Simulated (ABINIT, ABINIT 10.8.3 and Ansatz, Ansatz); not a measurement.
# Excitons of SrTiO3 (Tausonite) on ever denser meshes

How far does the k mesh set the exciton binding of SrTiO3 (Tausonite)?

Program: ABINIT 10.8.3 and Ansatz 0.2.0. Level of theory: PBE and many-body steps on it, plane waves. Results are calculated unless marked as measured.

## 1. Set-up

The structure is cubic, space group Pm-3m (No. 221). Conventional cell: a = 3.905 Å, b = 3.905 Å, c = 3.905 Å, α = 90.00°, β = 90.00°, γ = 90.00°. Nearest to Sr lie 12 O at 2.76 Å. Nearest to Ti lie 6 O at 1.95 Å. Nearest to O lie 2 Ti at 1.95 Å and 4 Sr at 2.76 Å. Farther neighbours and most contacts between anions are not listed.

The cell and positions come from the Crystallography Open Database and are kept as given unless a step says otherwise.

## 2. Empty states on the mesh, 4×4×4 mesh, 143 bands

This step: ABINIT 10.8.3; DFT, PBE, plane waves, norm-conserving pseudopotentials.

The sums over transitions need many empty states on a uniform mesh; this step solves for them.

The input, run.abi:

```
acell 3*1.0 Angstrom
rprim 
  3.905280000000 0.000000000000 0.000000000000
  0.000000000000 3.905280000000 0.000000000000
  0.000000000000 0.000000000000 3.905280000000
ntypat 3
znucl 38 22 8
natom 5
typat 1 2 3 3 3
xred 
  0.500000000000 0.500000000000 0.500000000000
  0.000000000000 0.000000000000 0.000000000000
  0.500000000000 0.000000000000 0.000000000000
  0.000000000000 0.500000000000 0.000000000000
  0.000000000000 0.000000000000 0.500000000000
pp_dirpath "pseudos"
pseudos "Sr.upf, Ti.upf, O.upf"
ecut 38
ngkpt 4 4 4
nshiftk 1
shiftk 0 0 0
kptopt 1
chksymbreak 0
irdden 1
istwfk *1
nband 143
prtvol 0
optdriver 6
gwr_task "HDIAGO"
paral_kgb 0
occopt 1
indata_prefix "in"
outdata_prefix "out"
tmpdata_prefix "tmp"
```

On the command line:

```sh
$ OMP_NUM_THREADS=1 mpirun -n 4 abinit run.abi > log
```

Log:

```text
.Version 10.8.3 of ABINIT. v10.8.2 released Aug 2026.

 Symmetries : space group Pm -3 m (#221); Bravais cP (primitive cubic)
[... echo of the input left out ...]
== DATASET  1 ==================================================================
-   mpi_nproc: 4, omp_nthreads: 1 (-1 if OMP is not activated)

--- !DatasetInfo
iteration_state: {dtset: 1, }
dimensions: {natom: 5, nkpt: 10, mband: 143, nsppol: 1, nspinor: 1, nspden: 1, mpw: 4632, }
cutoff_energies: {ecut:  38.0, pawecutdg:  -1.0, }
[...]
Indirect band gap semiconductor
 Fundamental gap:     1.908 (eV)
   VBM:     6.925 (eV) at k: [ 5.0000E-01,  5.0000E-01,  5.0000E-01]
   CBM:     8.833 (eV) at k: [ 0.0000E+00,  0.0000E+00,  0.0000E+00]
 Direct gap:         2.263 (eV) at k: [ 0.0000E+00,  0.0000E+00,  0.0000E+00]

== END DATASET(S) ==============================================================
================================================================================

 -outvars: echo values of variables after computation  --------
           etotal      0.0000000000E+00
            nband         143
             nkpt          10
          spgroup         221
 [... the other variables as echoed above ...]

 Calculation completed.
```

It took 2.6 min on 4 MPI ranks of Arm Neoverse V2, shared host; peak memory 4.6 GiB; 10 min of CPU time.

Numbers from this step:

* gap: 1.908 eV
* k of the valence top: 0.5, 0.5, 0.5
* k of the conduction bottom: 0, 0, 0
* least direct gap: 2.263 eV
* k points computed: 10
* lowest point of the top converged band, above the valence top: 77.5025 eV

On this mesh the gap is 1.908 eV.

The density comes from a self-consistent run that is not shown.

## 3. Screening, 4×4×4 mesh, 135 bands, screening to 149.7 eV

The RPA dielectric matrix is built and inverted for each q.

This step: RPA screening on PBE, plane waves, norm-conserving pseudopotentials.

run.abi: that of step 2 with these lines changed.

```diff
@@ -23,10 +23,11 @@
 chksymbreak 0
-irdden 1
 istwfk *1
-nband 143
-prtvol 0
-optdriver 6
-gwr_task "HDIAGO"
-paral_kgb 0
 occopt 1
+irdwfk 1
+optdriver 3
+nband 135
+ecuteps 5.5
+inclvkb 2
+awtr 1
+symchi 1
 indata_prefix "in"
```

Log:

```text
.Version 10.8.3 of ABINIT. v10.8.2 released Aug 2026.

 Symmetries : space group Pm -3 m (#221); Bravais cP (primitive cubic)
[... echo of the input left out ...]
== DATASET  1 ==================================================================
-   mpi_nproc: 4, omp_nthreads: 1 (-1 if OMP is not activated)

--- !DatasetInfo
iteration_state: {dtset: 1, }
dimensions: {natom: 5, nkpt: 10, mband: 135, nsppol: 1, nspinor: 1, nspden: 1, mpw: 4632, }
cutoff_energies: {ecut:  38.0, pawecutdg:  -1.0, }
[...]
--------------------------------------------------------------------------------
[... chi0 elements left out ...]
 For q-point:  0.000010 0.000020 0.000030
  dielectric constant =   6.4019
  dielectric constant without local fields =   6.7713

  Average fulfillment of the sum rule on Im[epsilon] for q-point    1 :     66.37  [%]
[... wings left out ...]
  q-point number  2        q = ( 0.250000, 0.000000, 0.000000) [r.l.u.]
--------------------------------------------------------------------------------
[... chi0 elements left out ...]
  Average fulfillment of the sum rule on Im[epsilon] for q-point    2 :     76.89  [%]

 [... 8 further q-points ...]
```

It took 68 s on 4 MPI ranks; peak memory 1.1 GiB.

This step gave:

```
ε∞ with local fields, on this mesh, along the program's q direction : 6.402
the same without local fields                                       : 6.771
plasma frequency                                                    : 30.43 eV
plane waves in the screening matrix                                 : 251
```

Local fields lower ε∞ by 5 %. On a Γ-centred mesh this coarse the value itself is usually too large, while a short band sum pulls it down.

## 4. Self-energy, 4×4×4 mesh, 135 bands, screening to 149.7 eV

The self-energy is evaluated for the states that the input lists, and the levels follow from it, in one-shot runs by the linearised quasiparticle equation.

This step: G0W0 on PBE, plane waves, norm-conserving pseudopotentials.

run.abi: that of step 3 with these lines changed.

```diff
@@ -26,8 +26,17 @@
 irdwfk 1
-optdriver 3
+optdriver 4
 nband 135
+gwcalctyp 0
+ecutsigx 38
+symsigma 1
+nkptgw 2
+kptgw 
+  0.5000000000 0.5000000000 0.5000000000
+  0.0000000000 0.0000000000 0.0000000000
+bdgw 
+  18 23
+  18 23
 ecuteps 5.5
-inclvkb 2
-awtr 1
-symchi 1
+irdscr 1
+ppmodel 1
 indata_prefix "in"
```

Log:

```text
.Version 10.8.3 of ABINIT. v10.8.2 released Aug 2026.

 Symmetries : space group Pm -3 m (#221); Bravais cP (primitive cubic)
[... echo of the input left out ...]
== DATASET  1 ==================================================================
-   mpi_nproc: 4, omp_nthreads: 1 (-1 if OMP is not activated)

--- !DatasetInfo
iteration_state: {dtset: 1, }
dimensions: {natom: 5, nkpt: 10, mband: 135, nsppol: 1, nspinor: 1, nspden: 1, mpw: 4632, }
cutoff_energies: {ecut:  38.0, pawecutdg:  -1.0, }
[...]
Band     E0 <VxcDFT>   SigX SigC(E0)      Z dSigC/dE  Sig(E)    E-E0       E
[...]
22   8.833 -18.883 -11.450  -5.484   0.781  -0.280 -17.360   1.523  10.356
       23   8.833 -18.883 -11.450  -5.484   0.781  -0.280 -17.360   1.523  10.356

== END DATASET(S) ==============================================================
================================================================================

 -outvars: echo values of variables after computation  --------
           etotal      0.0000000000E+00
            nband         135
             nkpt          10
          spgroup         221
 [... the other variables as echoed above ...]

 Calculation completed.
```

Wall time 14 s (4 MPI ranks); peak memory 1.1 GiB.

This step gave:

* G0W0 gap on the points computed: 3.481 eV
* starting gap on the mesh: 1.908 eV
* k of the valence top: 0.5, 0.5, 0.5
* k of the conduction bottom: 0, 0, 0
* least direct G0W0 gap on the computed points: 3.848 eV

The gap on the mesh goes from 1.91 eV to 3.48 eV, a correction of +1.57 eV.

The gap opens by 1.573 eV; the next steps shift the empty bands rigidly by 1.573 eV.

## 5. Excitons

Optical absorption needs the electron-hole interaction, solved here in a basis of vertical transitions on the mesh.

This step: Bethe-Salpeter equation on PBE with a scissors shift, plane waves, norm-conserving pseudopotentials.

run.abi: that of step 4 with these lines changed.

```diff
@@ -26,17 +26,17 @@
 irdwfk 1
-optdriver 4
-nband 135
-gwcalctyp 0
-ecutsigx 38
-symsigma 1
-nkptgw 2
-kptgw 
-  0.5000000000 0.5000000000 0.5000000000
-  0.0000000000 0.0000000000 0.0000000000
-bdgw 
-  18 23
-  18 23
-ecuteps 5.5
+optdriver 99
+bs_calctype 1
+mbpt_sciss 1.573 eV
+bs_loband 15
+nband 26
+bs_exchange_term 1
+bs_coulomb_term 11
+bs_coupling 0
+bs_algorithm 1
+bs_freq_mesh 0 10 0.1 eV
+zcut 0.15 eV
+ecuteps 4
+ecutwfn 19
+inclvkb 2
 irdscr 1
-ppmodel 1
 indata_prefix "in"
```

Log:

```text
.Version 10.8.3 of ABINIT. v10.8.2 released Aug 2026.

 Symmetries : space group Pm -3 m (#221); Bravais cP (primitive cubic)
[... echo of the input left out ...]
== DATASET  1 ==================================================================
-   mpi_nproc: 4, omp_nthreads: 1 (-1 if OMP is not activated)

--- !DatasetInfo
iteration_state: {dtset: 1, }
dimensions: {natom: 5, nkpt: 10, mband: 26, nsppol: 1, nspinor: 1, nspden: 1, mpw: 1622, }
cutoff_energies: {ecut:  19.0, pawecutdg:  -1.0, }
electrons: {nelect:   4.00000000E+01, charge:   0.00000000E+00, occopt:   1.00000000E+00, tsmear:   1.00000000E-02, }

 Exciton: Calculation of dielectric properties by solving the Bethe-Salpeter equation
 in frequency domain and reciprocal space on a transitions basis set.
 Based on a program developed by L. Reining, V. Olevano, F. Sottile,
 S. Albrecht, and G. Onida. Incorporated in ABINIT by M. Giantomassi.

.Using double precision arithmetic ; gwpc =  8

[... cell and pseudopotentials left out ...]
--------------------------------------------------------------------------------

 ==== K-mesh for the wavefunctions ====
 Number of points in the irreducible wedge :    10
[... list of points left out ...]
 Together with 48 symmetry operations and time-reversal symmetry
 yields    64 points in the full Brillouin Zone.

 ==== Q-mesh for the screening function ====
 Number of points in the irreducible wedge :    10
[... list of points left out ...]
 Together with 48 symmetry operations and time-reversal symmetry
 yields    64 points in the full Brillouin Zone.

 vcoul_init : cutoff-mode = AUXILIARY_FUNCTION
 q-points for optical limit:   1
     1)      0.000010    0.000020    0.000030
 setmesh: FFT mesh size selected  =    24x   24x   24
          total number of points  =        13824

 ==== Fundamental parameters for the solution of the Bethe-Salpeter equation: ====
 Algorithm: Direct diagonalization.
 Dimension of the v, W matrices,  npweps  = 171
 Cutoff for the wavefunctions,    npwwfn  = 1575
 Number of k-points in the IBZ,   nkibz   = 10
 Highest empty band included,     nband   = 26
 === Spin UP ===
 Number of resonant transitions          2304
 Lowest occupied state                   15
 Highest occupied state                  20
 Lowest unoccupied state                 21
 Highest unoccupied state                26
 Minimum frequency [eV]           Emin    =   0.00
 Maximum frequency [eV]           Emax    =  10.00
 Frequency step [eV]              dE      =   0.10
 Lorentzian broadening [eV]       eta     =   0.15
 RPA L0 with KS energies and KS wavefunctions
 Scissors operator energy [eV] =          1.57
 Local fields effects (v term) included
 Excitonic effects (W term) included
 Full W_GG' included
 W is read from an external SCR file
 Resonant-only calculation (Hermitian case)

 Calculating epsilon_Macro(q-->0,w), along the following directions:
 q = (  1.174549  0.000000  0.000000) [r.l.u.]
 q = (  0.000000  1.174549  0.000000) [r.l.u.]
 q = (  0.000000  0.000000  1.174549) [r.l.u.]
 q = (  1.174549  0.000000  0.000000) [r.l.u.]
 q = (  0.000000  1.174549  0.000000) [r.l.u.]
 q = (  0.000000  0.000000  1.174549) [r.l.u.]
 Number of electrons calculated from density =   39.9718; Expected =   40.0000
 average of density, n =  0.099449
 r_s =    1.3390
 omega_plasma =   30.4198 [eV]

. Writing resonant excitonic Hamiltonian on file out_BSR; file size=   0.04 [Gb].
 Direct diagonalization of the resonant excitonic Hamiltonian, Matrix size= 2304
. Using LAPACK sequential version.
 Excitonic eigenvalues in eV up to n=   32
   3.37987   3.37993   3.37996   3.38774   3.38777   3.38782   3.41181   3.41183
   3.41458   3.69564   3.69571   3.69582   3.70290   3.70296   3.70305   3.77715
   3.77716   3.77717   3.77751   3.77751   3.77752   3.99141   3.99143   3.99147
   3.99257   3.99261   3.99263   4.19421   4.19467   4.19550   4.22436   4.22441

 First excitonic eigenvalue=    3.38 [eV]
 Last  excitonic eigenvalue=   13.80 [eV]

 GW  direct gap       3.84  0.00 [eV]
 EXC direct gap       3.38  0.00 [eV]
 EXC binding energy   0.46  0.00 [eV]

 Excitonic eigenvalues up to the GW energy gap [eV]
  1 (  3.38  0.00)
  2 (  3.38  0.00)
  3 (  3.38  0.00)
  4 (  3.39  0.00)
  5 (  3.39  0.00)
  6 (  3.39  0.00)
[...]
19 (  3.78  0.00)
 20 (  3.78  0.00)
 21 (  3.78  0.00)

 Macroscopic dielectric function:
 omega [eV] <KS_RPA_nlf>  <GW_RPA_nlf>  <BSE>
   0.0000   5.0588   0.0000   3.9633   0.0000   4.4999   0.0000
   0.1000   5.0615   0.0083   3.9642   0.0027   4.5014   0.0046
   0.2000   5.0698   0.0168   3.9669   0.0054   4.5059   0.0092
   0.3000   5.0837   0.0254   3.9713   0.0081   4.5136   0.0138
   0.4000   5.1034   0.0344   3.9776   0.0108   4.5243   0.0186
   0.5000   5.1292   0.0438   3.9857   0.0136   4.5383   0.0235
   0.6000   5.1613   0.0539   3.9957   0.0165   4.5555   0.0286
   0.7000   5.2004   0.0648   4.0076   0.0194   4.5762   0.0338
   0.8000   5.2469   0.0767   4.0215   0.0225   4.6005   0.0394
   0.9000   5.3015   0.0899   4.0375   0.0256   4.6285   0.0452

 Writing KS-RPA macroscopic dielectric function without local fields to file: out_RPA_NLF_MDF
 Writing GW-RPA macroscopic dielectric function without local fields to file: out_GW_NLF_MDF
 Writing EXC Macroscopic dielectric function to file: out_EXC_MDF

== END DATASET(S) ==============================================================
================================================================================

 -outvars: echo values of variables after computation  --------
           etotal      0.0000000000E+00
            nband          26
             nkpt          10
          spgroup         221
 [... the other variables as echoed above ...]

 Calculation completed.
```

Wall time 2.5 min (4 MPI ranks); peak memory 0.5 GiB; 10 min of CPU time.

Numbers from this step:

| Property | Result |
| --- | --- |
| direct gap of the transition levels | 3.836 eV |
| transitions in the window | 2304 |
| first strong exciton (over a fiftieth of the strongest listed) | 3.388 eV |
| lowest state | 3.380 eV |
| binding of the lowest state below the direct gap | 0.4563 eV |
| Coulomb term of one mesh cell | 0.4089 eV |

The binding is 1.1 times the screened Coulomb term of one mesh cell (0.41 eV), so it is not shown settled.

The lowest state lies at 3.380 eV, 0.456 eV under the direct gap.

Lines within 3 meV are set at the lowest of them, and the highest group, which the list may cut short, is left out. Lines of the exciton spectrum (strongest = 100):

```csv
position (eV),lines merged,"oscillator strength, relative"
3.380,3,0.0
3.388,3,80
3.412,3,0.0
3.696,3,0.0
3.703,3,100
```

Mean over the three Cartesian directions of q; broadening 0.15 eV; transition window only. Limits: finite bands, cutoff and mesh; no spin-orbit coupling; coarse k mesh; exciton not shown settled in the k mesh. The ε₂ by photon energy; read off at these points:

```csv
photon energy (eV),BSE,no electron-hole interaction,"Kohn-Sham, no shift"
0.00,0,0,0
0.30,0.0138,0.00807,0.0254
0.70,0.0338,0.0194,0.0648
1.00,0.0514,0.0289,0.105
1.40,0.0815,0.0439,0.194
1.70,0.113,0.0581,0.340
2.10,0.180,0.0836,1.23
2.40,0.271,0.111,2.95
2.80,0.574,0.173,4.45
3.10,1.51,0.264,3.34
3.40,5.96,0.480,1.48
3.70,7.20,1.41,2.78
3.80,5.52,2.22,3.78
4.10,3.79,4.92,7.81
4.50,2.37,3.50,11.2
4.80,5.37,2.10,7.49
5.10,12.3,1.64,6.00
5.20,9.71,2.13,4.41
5.50,6.52,4.96,2.14
5.80,9.57,7.27,2.99
5.90,7.64,8.90,3.64
6.20,3.56,9.99,5.33
6.60,1.66,6.82,3.66
6.90,3.30,2.89,2.17
7.10,7.21,2.12,2.72
7.20,5.41,2.29,2.20
7.60,2.89,5.57,1.68
7.90,1.52,5.32,2.92
8.30,1.88,2.31,3.24
8.60,1.53,2.77,1.73
9.00,2.30,1.88,0.723
9.30,2.94,2.01,1.00
9.70,1.63,3.19,1.07
10.00,0.724,2.81,0.771
```

## 6. Triplet (no exchange term)

run.abi: that of step 5 with these lines changed.

```diff
@@ -29,5 +29,5 @@
 mbpt_sciss 1.573 eV
-bs_loband 15
-nband 26
-bs_exchange_term 1
+bs_loband 14
+nband 25
+bs_exchange_term 0
 bs_coulomb_term 11
@@ -35,3 +35,3 @@
 bs_algorithm 1
-bs_freq_mesh 0 10 0.1 eV
+bs_freq_mesh 0 8 0.05 eV
 zcut 0.15 eV
```

Log:

```text
.Version 10.8.3 of ABINIT. v10.8.2 released Aug 2026.

 Symmetries : space group Pm -3 m (#221); Bravais cP (primitive cubic)
[... echo of the input left out ...]
== DATASET  1 ==================================================================
-   mpi_nproc: 4, omp_nthreads: 1 (-1 if OMP is not activated)

--- !DatasetInfo
iteration_state: {dtset: 1, }
dimensions: {natom: 5, nkpt: 10, mband: 25, nsppol: 1, nspinor: 1, nspden: 1, mpw: 1622, }
cutoff_energies: {ecut:  19.0, pawecutdg:  -1.0, }
electrons: {nelect:   4.00000000E+01, charge:   0.00000000E+00, occopt:   1.00000000E+00, tsmear:   1.00000000E-02, }

 Exciton: Calculation of dielectric properties by solving the Bethe-Salpeter equation
 in frequency domain and reciprocal space on a transitions basis set.
 Based on a program developed by L. Reining, V. Olevano, F. Sottile,
 S. Albrecht, and G. Onida. Incorporated in ABINIT by M. Giantomassi.

.Using double precision arithmetic ; gwpc =  8

[... cell and pseudopotentials left out ...]
--------------------------------------------------------------------------------

 ==== K-mesh for the wavefunctions ====
 Number of points in the irreducible wedge :    10
[... list of points left out ...]
 Together with 48 symmetry operations and time-reversal symmetry
 yields    64 points in the full Brillouin Zone.

 ==== Q-mesh for the screening function ====
 Number of points in the irreducible wedge :    10
[... list of points left out ...]
 Together with 48 symmetry operations and time-reversal symmetry
 yields    64 points in the full Brillouin Zone.

 vcoul_init : cutoff-mode = AUXILIARY_FUNCTION
 q-points for optical limit:   1
     1)      0.000010    0.000020    0.000030
 setmesh: FFT mesh size selected  =    24x   24x   24
[...]
average of density, n =  0.099449
 r_s =    1.3390
 omega_plasma =   30.4198 [eV]

. Writing resonant excitonic Hamiltonian on file out_BSR; file size=   0.04 [Gb].
 Direct diagonalization of the resonant excitonic Hamiltonian, Matrix size= 2240
. Using LAPACK sequential version.
 Excitonic eigenvalues in eV up to n=   32
   3.37363   3.37372   3.37390   3.37471   3.37483   3.37492   3.41083   3.41088
   3.41324   3.68941   3.68947   3.68964   3.69212   3.69222   3.69237   3.77636
   3.77637   3.77637   3.77704   3.77704   3.77705   3.99004   3.99007   3.99013
   3.99081   3.99084   3.99090   4.18971   4.19046   4.19372   4.21944   4.21961

 First excitonic eigenvalue=    3.37 [eV]
 Last  excitonic eigenvalue=   13.30 [eV]

 GW  direct gap       3.84  0.00 [eV]
 EXC direct gap       3.37  0.00 [eV]
 EXC binding energy   0.46  0.00 [eV]

 Excitonic eigenvalues up to the GW energy gap [eV]
  1 (  3.37  0.00)
  2 (  3.37  0.00)
  3 (  3.37  0.00)
[...]
20 (  3.78  0.00)
 21 (  3.78  0.00)

 Macroscopic dielectric function:
 omega [eV] <KS_RPA_nlf>  <GW_RPA_nlf>  <BSE>
   0.0000   4.9742   0.0000   3.8892   0.0000   4.5052   0.0000
   0.0500   4.9749   0.0042   3.8894   0.0013   4.5056   0.0024
   0.1000   4.9770   0.0083   3.8901   0.0027   4.5068   0.0048
[...]
0.4000   5.0188   0.0343   3.9034   0.0108   4.5311   0.0197
   0.4500   5.0309   0.0390   3.9072   0.0122   4.5381   0.0223

 Writing KS-RPA macroscopic dielectric function without local fields to file: out_RPA_NLF_MDF
 Writing GW-RPA macroscopic dielectric function without local fields to file: out_GW_NLF_MDF
 Writing EXC Macroscopic dielectric function to file: out_EXC_MDF

== END DATASET(S) ==============================================================
================================================================================

 -outvars: echo values of variables after computation  --------
           etotal      0.0000000000E+00
            nband          25
             nkpt          10
          spgroup         221
 [... the other variables as echoed above ...]

 Calculation completed.
```

Elapsed: 2.3 min, on 4 MPI ranks; peak memory 0.49 GiB; 9.4 min of CPU time.

The lowest triplet lies at 3.374 eV; without spin-orbit coupling triplets are dark, so no spectrum is read.

(Part 1 of 3 ends here.)

[Paths, hosts, dates, memory and timing lines, banners, echoed tables and standing remarks are left out of the program output.]

[Logs are printed without paths, hosts, clocks, repeated set-up lines and the standing remarks that a program may print on its own settings, such as how far it seeks lower states.]

[Runs of the session that timed out or met a known fault of the program may be left out.]

[Hosts, paths, dates, database ids (printed as entryN), source tags and the programs' standing remarks are cut or masked in the printed files.]

[G0W0 gaps are taken among the corrected bands and points alone; a level outside them can change the order at an edge.]

[Where Ansatz stands beside ABINIT at settings called matched, ABINIT's density can come from a denser mesh and the files from another edition; pairs whose starting gaps differed by over 0.03 eV were left out, so agreement reads better than it is.]
